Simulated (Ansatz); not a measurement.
Consider SrVO3 (cubic perovskite) (Pm-3m).

```
Sr V O
1.0
     0.00000   -3.77292    0.00000
     0.00000    0.00000    3.77292
    -3.77292    0.00000    0.00000
Sr V O
1 1 3
Direct
  0.00000 0.00000 0.00000
  0.50000 0.50000 0.50000
  0.50000 0.50000 0.00000
  0.50000 0.00000 0.50000
  0.00000 0.50000 0.50000
```

The structure was relaxed with LDA. The structure type comes from a generator and need not be one that this composition takes. The structure was generated from a model, not taken from a measurement. The runs that relaxed it are not among those shown. The program's search for lower electronic states was switched off, so nothing shows that the state found is the lowest. PAW set soft_2, made with PBE.

A constrained-RPA run (Ansatz 0.2.0; non-magnetic LDA; V t2g + anion p, bands v10 to c2, 6×6×6 mesh, medium accuracy) builds 12 functions on bands 9.2 eV wide, with 19.0 electrons in the window. The bare on-site interaction is 19.6 eV and the bare J 0.75 eV.

Estimate U, U′ and J.

On the V t2g shell, U = 6.20 eV (32 % of the bare value), U′ = 5.01 eV, J = 0.60 eV.

The parent state is non-magnetic and the interaction static (zero frequency); U depends on the window and the orbitals, so it belongs to this model alone. A window that holds the anion p bands defines a model with explicit ligands; its U belongs to that model and is not the U of DFT+U.

[Paths, hosts, dates, memory and timing lines, banners, echoed tables and standing remarks are left out of the program output.]

[Logs are printed without paths, hosts, clocks, repeated set-up lines and the standing remarks that a program may print on its own settings, such as how far it seeks lower states.]

[Runs of the session that timed out or met a known fault of the program may be left out.]

[Hosts, paths, dates, database ids (printed as entryN), source tags and the programs' standing remarks are cut or masked in the printed files.]
